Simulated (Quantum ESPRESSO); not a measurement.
# The valence band of Al2Pt as photoemission sees it, part 10 of 21

Aim: the valence spectrum of Al2Pt from He I to hard X-rays, and which orbitals make each feature.

Quantum ESPRESSO 7.5; DFT, PBEsol, plane waves, ultrasoft GBRV pseudopotentials, scalar-relativistic (the session's first sound run).

So far. Step 9 (With spin–orbit coupling: bands): Of the bands kept, 6 cross the Fermi level on this path (spinor bands, one electron each). Step 10 (With LDA: self-consistent run): The run ends at a pressure of -4.23 GPa.

The database entry behind the starting cell differs from later determinations by our own check (0.1 to 0.3 % short, probably kX units), so it need not match the best structure at ambient conditions.

## 11. With LDA: levels for the DOS

Level of this step: DFT, LDA, plane waves, ultrasoft GBRV pseudopotentials, scalar-relativistic (Quantum ESPRESSO).

The levels for the density of states are solved on the fixed potential, without another SCF cycle.

nscf.in

```
&control
  calculation = 'nscf'
  prefix = 'pes'
  outdir = './tmp'
  pseudo_dir = './pp'
  verbosity = 'high'
/
&system
  ibrav = 0
  nat = 3
  ntyp = 2
  ecutwfc = 40.0
  ecutrho = 200.0
  occupations = 'smearing'
  nbnd = 21
  smearing = 'fd'
  degauss = 0.00367
/
&electrons
  conv_thr = 1.8e-08
  mixing_beta = 0.5
  electron_maxstep = 120
  diago_full_acc = .true.
/
ATOMIC_SPECIES
Pt 195.0840 pt_lda_v1.4.uspp.F.UPF
Al 26.9815 al_lda_v1.uspp.F.UPF
CELL_PARAMETERS angstrom
 0.000000000 2.955000000 2.955000000
 2.955000000 0.000000000 2.955000000
 2.955000000 2.955000000 0.000000000
ATOMIC_POSITIONS crystal
Pt 0.000000000 0.000000000 0.000000000
Al 0.750000000 0.750000000 0.750000000
Al 0.250000000 0.250000000 0.250000000
K_POINTS automatic
16 16 16 0 0 0
```

The run is started by

```
$ OMP_NUM_THREADS=1 mpirun -n 4 pw.x -nk 4 -in nscf.in > nscf.out
```

Output:

```text
[banner, memory and clock lines left out]
Program PWSCF v.7.5 starts

          URL

     Atomic positions and unit cell read from directory:
     ./tmp/pes.save/

     Message from routine setup:
     using ibrav=0 with symmetry is DISCOURAGED, use correct ibrav instead

     G-vector sticks info

     bravais-lattice index     =            0
     lattice parameter (alat)  =       7.8972  a.u.
     unit-cell volume          =     348.2564 (a.u.)^3
     number of atoms/cell      =            3
     number of atomic types    =            2
     number of electrons       =        22.00
     number of Kohn-Sham states=           21
     kinetic-energy cutoff     =      40.0000  Ry
     charge density cutoff     =     200.0000  Ry
     Exchange-correlation= SLA  PZ   NOGX NOGC
                           (   1   1   0   0   0   0   0)

     celldm(1)=   7.897168  celldm(2)=   0.000000  celldm(3)=   0.000000
     celldm(4)=   0.000000  celldm(5)=   0.000000  celldm(6)=   0.000000

     crystal axes: (cart. coord. in units of alat)
               a(1) = (   0.000000   0.707107   0.707107 )
               a(2) = (   0.707107   0.000000   0.707107 )
               a(3) = (   0.707107   0.707107   0.000000 )

     reciprocal axes: (cart. coord. in units 2 pi/alat)
               b(1) = ( -0.707107  0.707107  0.707107 )
               b(2) = (  0.707107 -0.707107  0.707107 )
               b(3) = (  0.707107  0.707107 -0.707107 )

     PseudoPot. # 1 for Pt read from file:
     ./pp/pt_lda_v1.4.uspp.F.UPF
     Pseudo is Ultrasoft + core correction, Zval = 16.0
     Generated by new atomic code, or converted to UPF format
     Using radial grid of  985 points,  6 beta functions with:
                l(1) =   0
                l(2) =   0
                l(3) =   1
                l(4) =   1
                l(5) =   2
                l(6) =   2
     Q(r) pseudized with  8 coefficients,  rinner =    1.300   1.300   1.300
                                                       1.300   1.300

     PseudoPot. # 2 for Al read from file:
     ./pp/al_lda_v1.uspp.F.UPF
     Pseudo is Ultrasoft + core correction, Zval =  3.0
     Generated by new atomic code, or converted to UPF format
     Using radial grid of  893 points,  3 beta functions with:
                l(1) =   0
                l(2) =   1
                l(3) =   2
     Q(r) pseudized with  8 coefficients,  rinner =    0.900   0.900   0.900
                                                       0.900   0.900

     atomic species   valence    mass     pseudopotential
     Pt               16.00   195.08400     Pt( 1.00)
     Al                3.00    26.98150     Al( 1.00)

     48 Sym. Ops., with inversion, found

                                    s                        frac. trans.

      isym =  1     identity

 cryst.   s( 1) = (     1          0          0      )
                  (     0          1          0      )
                  (     0          0          1      )

 cart.    s( 1) = (  1.0000000 -0.0000000  0.0000000 )
                  ( -0.0000000  1.0000000  0.0000000 )
                  ( -0.0000000  0.0000000  1.0000000 )

      isym =  2     180 deg rotation - cart. axis [0,0,1]

 cryst.   s( 2) = (     0          1         -1      )
                  (     1          0         -1      )
                  (     0          0         -1      )

 cart.    s( 2) = ( -1.0000000  0.0000000  0.0000000 )
                  (  0.0000000 -1.0000000  0.0000000 )
                  (  0.0000000 -0.0000000  1.0000000 )

      isym =  3     180 deg rotation - cart. axis [0,1,0]

 cryst.   s( 3) = (     0         -1          1      )
                  (     0         -1          0      )
                  (     1         -1          0      )

 cart.    s( 3) = ( -1.0000000 -0.0000000 -0.0000000 )
                  (  0.0000000  1.0000000 -0.0000000 )
                  (  0.0000000  0.0000000 -1.0000000 )

      isym =  4     180 deg rotation - cart. axis [1,0,0]

 cryst.   s( 4) = (    -1          0          0      )
                  (    -1          0          1      )
                  (    -1          1          0      )

 cart.    s( 4) = (  1.0000000  0.0000000 -0.0000000 )
                  ( -0.0000000 -1.0000000 -0.0000000 )
                  ( -0.0000000 -0.0000000 -1.0000000 )

      isym =  5     180 deg rotation - cart. axis [1,1,0]

 cryst.   s( 5) = (    -1          0          1      )
[...]
cart.    s( 5) = ( -0.0000000  1.0000000 -0.0000000 )
[...]
isym =  6     180 deg rotation - cart. axis [1,-1,0]

 cryst.   s( 6) = (     0         -1          0      )
[...]
cart.    s( 6) = (  0.0000000 -1.0000000 -0.0000000 )
[...]
isym =  7      90 deg rotation - cart. axis [0,0,-1]

 cryst.   s( 7) = (     0          1          0      )
[...]
cart.    s( 7) = (  0.0000000  1.0000000  0.0000000 )
[...]
isym =  8      90 deg rotation - cart. axis [0,0,1]

 cryst.   s( 8) = (     1          0         -1      )
[...]
cart.    s( 8) = ( -0.0000000 -1.0000000  0.0000000 )
[...]
isym =  9     180 deg rotation - cart. axis [1,0,1]

 cryst.   s( 9) = (    -1          1          0      )
[...]
cart.    s( 9) = (  0.0000000  0.0000000  1.0000000 )
[...]
isym = 10     180 deg rotation - cart. axis [-1,0,1]

 cryst.   s(10) = (     0          0         -1      )
[...]
cart.    s(10) = ( -0.0000000  0.0000000 -1.0000000 )
[...]
isym = 11      90 deg rotation - cart. axis [0,1,0]

 cryst.   s(11) = (     0          0          1      )
[...]
cart.    s(11) = ( -0.0000000 -0.0000000  1.0000000 )
[...]
isym = 12      90 deg rotation - cart. axis [0,-1,0]

 cryst.   s(12) = (     1         -1          0      )
[...]
cart.    s(12) = (  0.0000000 -0.0000000 -1.0000000 )
[...]
isym = 13     180 deg rotation - cart. axis [0,1,1]

 cryst.   s(13) = (     1          0          0      )
[...]
cart.    s(13) = ( -1.0000000  0.0000000 -0.0000000 )
[...]
isym = 14     180 deg rotation - cart. axis [0,1,-1]

 cryst.   s(14) = (    -1          0          0      )
[...]
cart.    s(14) = ( -1.0000000 -0.0000000  0.0000000 )
[...]
isym = 15      90 deg rotation - cart. axis [-1,0,0]

 cryst.   s(15) = (     0         -1          1      )
[...]
cart.    s(15) = (  1.0000000 -0.0000000 -0.0000000 )
[...]
18.9203  18.9203  18.9726  23.2896  23.2896

     occupation numbers
[...]
0.0000   0.0000   0.0000   0.0000   0.0000

          k = 0.2652 0.2652-0.2652 (  1477 PWs)   bands (ev):

[...]
19.6490  19.6490  19.7298  23.8802  23.8802

     occupation numbers
[...]
0.0000   0.0000   0.0000   0.0000   0.0000

          k = 0.3094 0.3094-0.3094 (  1486 PWs)   bands (ev):

[...]
20.2567  20.2567  20.6185  23.1488  23.9688

     occupation numbers
[...]
0.0000   0.0000   0.0000   0.0000   0.0000

          k =-0.3536-0.3536 0.3536 (  1476 PWs)   bands (ev):

[...]
occupation numbers
[...]
k = 0.0884 0.0000 0.0000 (  1463 PWs)   bands (ev):

[...]
occupation numbers
[...]
k = 0.1326 0.0442-0.0442 (  1457 PWs)   bands (ev):

[...]
occupation numbers
[...]
k = 0.1768 0.0884-0.0884 (  1471 PWs)   bands (ev):

[...]
occupation numbers
[...]
k = 0.2210 0.1326-0.1326 (  1480 PWs)   bands (ev):

[...]
occupation numbers
[...]
k = 0.2652 0.1768-0.1768 (  1479 PWs)   bands (ev):

[...]
occupation numbers
[...]
k = 0.3094 0.2210-0.2210 (  1474 PWs)   bands (ev):

[...]
occupation numbers
[...]
k = 0.3536 0.2652-0.2652 (  1484 PWs)   bands (ev):

[...]
occupation numbers
[...]
k =-0.3094-0.3977 0.3977 (  1485 PWs)   bands (ev):

[...]
k =-0.2652-0.3536 0.3536 (  1487 PWs)   bands (ev):

[...]
k =-0.2210-0.3094 0.3094 (  1487 PWs)   bands (ev):

[...]
k =-0.1768-0.2652 0.2652 (  1479 PWs)   bands (ev):

[...]
k =-0.1326-0.2210 0.2210 (  1484 PWs)   bands (ev):

[...]
k =-0.0884-0.1768 0.1768 (  1479 PWs)   bands (ev):

[...]
k =-0.0442-0.1326 0.1326 (  1467 PWs)   bands (ev):

[...]
k = 0.0000-0.0884 0.0884 (  1462 PWs)   bands (ev):

[...]
k = 0.1768 0.0000 0.0000 (  1459 PWs)   bands (ev):

[...]
k = 0.2210 0.0442-0.0442 (  1479 PWs)   bands (ev):

[...]
k = 0.2652 0.0884-0.0884 (  1475 PWs)   bands (ev):

[...]
k = 0.3094 0.1326-0.1326 (  1477 PWs)   bands (ev):

[...]
k =-0.2652-0.4419 0.4419 (  1483 PWs)   bands (ev):

[...]
k =-0.2210-0.3977 0.3977 (  1492 PWs)   bands (ev):

[...]
k =-0.1768-0.3536 0.3536 (  1488 PWs)   bands (ev):

[...]
k =-0.1326-0.3094 0.3094 (  1483 PWs)   bands (ev):

[...]
k =-0.0884-0.2652 0.2652 (  1481 PWs)   bands (ev):

[...]
k =-0.0442-0.2210 0.2210 (  1489 PWs)   bands (ev):

[...]
k = 0.0000-0.1768 0.1768 (  1478 PWs)   bands (ev):

[...]
k = 0.2652-0.0000 0.0000 (  1479 PWs)   bands (ev):

[...]
k =-0.2210-0.4861 0.4861 (  1485 PWs)   bands (ev):

[...]
k =-0.1768-0.4419 0.4419 (  1490 PWs)   bands (ev):

[...]
k = 0.0000-0.2652 0.2652 (  1492 PWs)   bands (ev):

[...]
k = 0.3536 0.0000 0.0000 (  1491 PWs)   bands (ev):

[...]
k = 0.0000-0.3536 0.3536 (  1478 PWs)   bands (ev):

[...]
k = 0.5303-0.0000 0.0000 (  1487 PWs)   bands (ev):

[...]
k = 0.0000-0.5303 0.5303 (  1494 PWs)   bands (ev):

[...]
k =-0.7071 0.0000 0.0000 (  1524 PWs)   bands (ev):

[...]
k = 0.1768 0.0884 0.0000 (  1477 PWs)   bands (ev):

[...]
k = 0.2652 0.0884 0.0000 (  1481 PWs)   bands (ev):

[...]
k = 0.3536 0.1768-0.0884 (  1487 PWs)   bands (ev):

[...]
k = 0.3977 0.2210-0.1326 (  1487 PWs)   bands (ev):

[...]
k = 0.0000-0.1768 0.2652 (  1480 PWs)   bands (ev):

[...]
k = 0.3536 0.0884-0.0000 (  1485 PWs)   bands (ev):

[...]
k = 0.3977 0.1326-0.0442 (  1486 PWs)   bands (ev):

[...]
k = 0.4419 0.1768-0.0884 (  1480 PWs)   bands (ev):

[...]
k = 0.0000-0.2652 0.3536 (  1492 PWs)   bands (ev):

[...]
k = 0.4419 0.0884 0.0000 (  1479 PWs)   bands (ev):

[...]
k = 0.4861 0.1326-0.0442 (  1487 PWs)   bands (ev):

[...]
k = 0.0000-0.3536 0.4419 (  1490 PWs)   bands (ev):

[...]
k = 0.5303 0.0884 0.0000 (  1490 PWs)   bands (ev):

[...]
k = 0.0000-0.4419 0.5303 (  1489 PWs)   bands (ev):

[...]
k =-0.7071 0.0884 0.0000 (  1494 PWs)   bands (ev):

[...]
k = 0.3536 0.1768 0.0000 (  1490 PWs)   bands (ev):

[...]
k = 0.3977 0.2210-0.0442 (  1489 PWs)   bands (ev):

[...]
k = 0.4419 0.1768-0.0000 (  1488 PWs)   bands (ev):

[...]
k = 0.0000-0.2652 0.4419 (  1493 PWs)   bands (ev):

[...]
k = 0.0000-0.3536 0.5303 (  1502 PWs)   bands (ev):

[...]
k =-0.0884-0.5303 0.7071 (  1498 PWs)   bands (ev):

[...]
occupation numbers
[...]
k =-0.0442-0.4861 0.6629 (  1492 PWs)   bands (ev):

[...]
occupation numbers
[...]
k =-0.0000-0.4419 0.6187 (  1494 PWs)   bands (ev):

[...]
occupation numbers
[...]
k =-0.7071 0.1768-0.0000 (  1492 PWs)   bands (ev):

[...]
occupation numbers
[...]
k =-0.1768-0.4419 0.7071 (  1487 PWs)   bands (ev):

[...]
occupation numbers
[...]
0.0000   0.0000   0.0000   0.0000   0.0000

          k =-0.1326-0.3977 0.6629 (  1492 PWs)   bands (ev):

[...]
19.5660  21.2896  22.7170  22.8904  24.2426

     occupation numbers
[...]
0.0000   0.0000   0.0000   0.0000   0.0000

          k =-0.0884-0.3536 0.6187 (  1494 PWs)   bands (ev):

[...]
19.7143  21.2801  23.0757  23.5571  23.7199

     occupation numbers
     1.0000   1.0000   1.0000   1.0000   1.0000   1.0000   1.0000   1.0000
     1.0000   1.0000   1.0000   1.0000   0.0000   0.0000   0.0000   0.0000
     0.0000   0.0000   0.0000   0.0000   0.0000

          k =-0.0884-0.4419 0.7071 (  1482 PWs)   bands (ev):

   -42.3161 -42.3154 -42.3148   4.2534   4.8143   5.6379   6.3061   6.9608
     7.3348   7.9163   8.6401  10.0849  15.2314  15.8552  16.7902  18.7195
    20.2228  21.8973  22.2977  23.8834  23.9015

     occupation numbers
     1.0000   1.0000   1.0000   1.0000   1.0000   1.0000   1.0000   1.0000
     1.0000   1.0000   1.0000   1.0000   0.0000   0.0000   0.0000   0.0000
     0.0000   0.0000   0.0000   0.0000   0.0000

          k =-0.0442-0.3977 0.6629 (  1491 PWs)   bands (ev):

   -42.3160 -42.3156 -42.3149   4.5877   4.8199   5.5343   5.9586   7.0052
     7.4975   7.9192   8.3898  10.0406  15.4600  16.3323  16.7028  17.8866
    20.3540  22.1232  22.9467  23.4792  23.6315

     occupation num
```

Run time: 10 s. Hardware: 4 MPI ranks of Arm Neoverse V1, shared host.

This step gave:

```yaml
fermi_energy: 10.87 eV
```

(Continued in part 11 of 21.)

[Logs are printed without paths, hosts, clocks, repeated set-up lines and the standing remarks that a program may print on its own settings, such as how far it seeks lower states.]

[Hosts, paths, dates, database ids (printed as entryN), source tags and the programs' standing remarks are cut or masked in the printed files.]

[Maps of the electrostatic potential energy from Ansatz leave out the sawtooth potential of an applied field or a dipole correction, so their vacuum need not be flat; work functions include it.]

[Peak lists hold at most the 14 tallest peaks of each spectrum; further lines can be left out.]
